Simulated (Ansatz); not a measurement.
# Li on W(110): change of the work function, part 5 of 5

Aim: the work function of W(110) at several coverages of Li (longbridge site), and the dipole that each adsorbate carries.

Ansatz 0.2.0; plane-wave DFT, PBE, Ansatz PAW.

So far, work function, upper face (eV): step 2 (the clean slab) 4.84; step 5 (adsorbate added, k-mesh 12×12×1, coverage 1 ML) 3.25; step 7 (the covered slab, atoms frozen) 2.46; step 8 (the substrate alone) 4.87; step 9 (the adsorbate layer alone) 3.02.

## 12. Varying the input

System of this step: W(110). The cell holds 4 atoms: 4 W. Cell: a = 2.737 Å, b = 2.737 Å, c = 24.703 Å, α = 90.0°, β = 90.0°, γ = 70.5°. Vacuum lies along c.

Another changed input: it repeats the earlier run at 0 ML with efield.dipole_correction from true to false and efield.amplitude to 0.1.

input.yaml

```yaml
crystal:
  lattice:
    - [2.2344574285, -1.58, 0.0]
    - [2.2344574285, 1.58, 0.0]
    - [0.0, 0.0, 24.7033722856]
  atoms:
    - { symbol: W, position: [0.0, 0.0, 0.3643227287] }
    - { symbol: W, position: [0.5, 0.5, 0.4547742429] }
    - { symbol: W, position: [0.0, 0.0, 0.5452257571] }
    - { symbol: W, position: [0.5, 0.5, 0.6356772713] }
kpoints:
  mp_grid: { grid: [12, 12, 1] }
hamiltonian:
  xc: pbe
scf:
  occupations: { method: fermi_dirac, width: 0.1 }
  convergence: { dr2_threshold: 1.0e-08 }
efield:
  axis: 3
  dipole_correction: false
  ramp_position: 0.97
  ramp_width: 0.06
  amplitude: 0.1
relax:
  f_tol: 0.02
  max_steps: 60
  constraints: [{ sites: [0, 1] }]
output:
  write_potential: true
  write_density: true
  volumetric_format: npy
```

Started as:

```console
ansatz run input.yaml --threads 4 --pin off --max-ram 6144MiB --backend cpu --events-out ev --progress --plain --runs-dir out
```

What it wrote:

```text
[...]
Crystal: 4 atoms, lattice volume = 174.428 Å³
Basis set: ecut = 420 eV, 3461 PW (Γ), exchange–correlation on 40×40×360 points (8 copies of the dense FFT grid, shifted against one another)
Bands: 34, of which v1, the nominal top of the filled ones, is band 28 counted from 1 (27 counted from 0)
Symmetry: 4 space group operations
k-points: 43 of 144
[...]
SCF iter   1: F=—  HF=-41536.717271 eV  |F-HF|=—  |Δ(HF+E_count)|=         —  Δρ=1.53e-2  dr2=1.37e1  ethr=1.77e-3  p=0.000 e·Å  V_vac-E_F(+/−)=6.17/3.92 eV  ⟨swp⟩=8.1  Hψ=16051  notcnv=0  defer=17
[...]
SCF iter  10: F=-41536.457353 eV  HF=-41536.457353 eV  |F-HF|=1.19e-9  |Δ(HF+E_count)|=   9.68e-9  Δρ=5.52e-7  dr2=9.20e-10  ethr=1.79e-11  p=0.074 e·Å  V_vac-E_F(+/−)=5.88/3.80 eV  ⟨swp⟩=10.7  Hψ=10540  notcnv=0
SCF 1 converged in 10 iterations: F = -41536.457353 eV  dr2 = 9.20e-10
[...]
relax step   1: F+E_penalty+E_count = -41536.45735274 eV  Δ(F+E_penalty+E_count) = +0.000e0 eV  max|allowed force component| = 6.620e-1 eV/Å  Δτ_max = 0.0000 Å  (10 SCF iters, accepted)
Bands: 40, of which v1, the nominal top of the filled ones, is band 28 counted from 1 (27 counted from 0)
[...]
SCF iter   9: F=-41536.411980 eV  HF=-41536.411980 eV  |F-HF|=1.20e-8  |Δ(HF+E_count)|=   1.81e-8  Δρ=1.33e-6  dr2=2.91e-9  ethr=1.79e-11  p=0.086 e·Å  V_vac-E_F(+/−)=5.78/3.73 eV  ⟨swp⟩=11.9  Hψ=11693  notcnv=0
SCF 2 converged in 9 iterations: F = -41536.411980 eV  dr2 = 2.91e-9
relax step   2: F+E_penalty+E_count = -41536.41197973 eV  Δ(F+E_penalty+E_count) = +4.537e-2 eV  max|allowed force component| = 1.386e0 eV/Å  Δτ_max = 0.1082 Å  (9 SCF iters, rejected (line search))
[...]
SCF iter   9: F=-41536.470340 eV  HF=-41536.470340 eV  |F-HF|=4.17e-9  |Δ(HF+E_count)|=   1.99e-8  Δρ=7.65e-7  dr2=1.21e-9  ethr=1.79e-11  p=0.078 e·Å  V_vac-E_F(+/−)=5.84/3.77 eV  ⟨swp⟩=11.4  Hψ=11262  notcnv=0
SCF 3 converged in 9 iterations: F = -41536.470340 eV  dr2 = 1.21e-9
relax step   3: F+E_penalty+E_count = -41536.47033978 eV  Δ(F+E_penalty+E_count) = -1.299e-2 eV  max|allowed force component| = 9.409e-2 eV/Å  Δτ_max = 0.0347 Å  (9 SCF iters, accepted)
SCF iter   1: F=—  HF=-41536.471083 eV  |F-HF|=—  |Δ(HF+E_count)|=         —  Δρ=8.04e-4  dr2=4.54e-3  ethr=1.75e-4  p=0.078 e·Å  V_vac-E_F(+/−)=5.84/3.77 eV  ⟨swp⟩=2.1  Hψ=2973  notcnv=0  defer=49
[...]
SCF iter   7: F=-41536.470789 eV  HF=-41536.470789 eV  |F-HF|=7.43e-9  |Δ(HF+E_count)|=   8.65e-8  Δρ=1.77e-6  dr2=9.54e-9  ethr=1.79e-11  p=0.077 e·Å  V_vac-E_F(+/−)=5.85/3.77 eV  ⟨swp⟩=11.8  Hψ=11630  notcnv=0
SCF 4 converged in 7 iterations: F = -41536.470789 eV  dr2 = 9.54e-9
relax step   4: F+E_penalty+E_count = -41536.47078871 eV  Δ(F+E_penalty+E_count) = -4.489e-4 eV  max|allowed force component| = 1.004e-2 eV/Å  Δτ_max = 0.0141 Å  (7 SCF iters, accepted)
[...]
SCF converged after 7 iterations
Free energy (F): -41536.470789 eV
[...]
Internal energy: -41536.371115 eV  (E = F + TS)
E sigma→0 (E₀):  -41536.420952 eV
Entropy (-TS):   -0.099673 eV (-24.918 meV/atom)
Fermi energy:    5.202392 eV
Dipole field:    D = 0.080167 V/Å  (p = 0.077277 e·Å, saw-weighted)
Work function:   not extracted (applied field tilts the vacuum); planar V_es + V_field profile in the machine report
[...]
--- Forces (eV/Å), atoms counted from 1 ---
  atom   1  W      0.00000000     0.00000000     0.35123700
  atom   2  W      0.00000000    -0.00000000    -0.33266770
  atom   3  W      0.00000000    -0.00000000    -0.00854551
  atom   4  W      0.00000000    -0.00000000    -0.01003933
  max |Σ_I F_I| component: 1.55e-5 eV/Å
--- Band table (eV; the first three rows and the last of 43) ---
  k-point 0: bands = [... 24 lower, 3.7517, 3.7881, 3.9785, 4.5370, 4.8075, 5.7623, 6.0166, 6.9278, ... 8 higher]
  k-point 1: bands = [... 24 lower, 3.5705, 3.7609, 4.1235, 4.4767, 4.8106, 5.3421, 6.2420, 6.7495, ... 8 higher]
  k-point 2: bands = [... 24 lower, 3.3960, 3.5323, 3.9586, 4.3820, 4.9131, 5.2942, 6.6217, 6.6490, ... 8 higher]
  k-point 42: bands = [... 24 lower, 3.7901, 5.7369, 5.8431, 6.2629, 6.3564, 6.8716, 7.2491, 8.8368, ... 8 higher]
--- Relaxed structure (4 steps of the walk, 3 accepted, 0 SCFs on fresh bases) ---
  F+E_penalty+E_count = -41536.47078871 eV   max|allowed force component| = 1.004e-2 eV/Å
  atoms:
    - { symbol: W, position: [0.0, 0.0, 0.3643227287] }
    - { symbol: W, position: [0.5, 0.5, 0.4547742429] }
    - { symbol: W, position: [-6.665423e-19, 6.665423e-19, 0.546762] }
    - { symbol: W, position: [0.5, 0.5, 0.635458] }
```

It took 29 s on 4 threads of Arm Neoverse V1, shared host; peak memory 0.59 GiB.

```
                     quantity  this run  earlier run  difference
dipole along the normal (e·Å)   0.07728     0.002118       0.075
```

The applied field differs between the two, so the dipoles differ in any case.

With the dipole correction off, the periodic images add a field of their own to the typed one.

These numbers are not those of the isolated slab.

## 13. Results

| Quantity | Value |
| --- | --- |
| work function of the clean face | 4.84 eV |
| work function at 0.25 ML | 2.46 eV |
| work function at 0.5 ML | 2.25 eV |
| work function at 1 ML | 3.25 eV |
| dipole per adsorbate at 0.25 ML, positive end outwards | 1.78 D |
| step of the potential from the moved charge at 0.25 ML, upper less lower side, atoms held | -2.40 eV |

**Reading.** Li lowers the work function of W(110) at the lowest coverage, by 2.39 eV: the adsorbate layer has its positive end outwards. The dipole per adsorbate falls from 1.78 to 0.29 D as the layer fills. Neighbouring dipoles depolarise each other, and heights and bonding change with coverage too. The work function passes a minimum near 0.5 ML among the coverages run and rises again. The slab has 4 layers, at the tabulated experimental lattice constant, one starting site was run, and quantum-size effects of a slab this thin can reach one or two tenths of an eV.

[Long decimals in the printed logs are rounded to 6 places.]

[Logs are printed without paths, hosts, clocks, repeated set-up lines and the standing remarks that a program may print on its own settings, such as how far it seeks lower states.]

[Hosts, paths, dates, database ids (printed as entryN), source tags and the programs' standing remarks are cut or masked in the printed files.]

[Maps of the electrostatic potential energy from Ansatz leave out the sawtooth potential of an applied field or a dipole correction, so their vacuum need not be flat; planar profiles and work functions include it.]
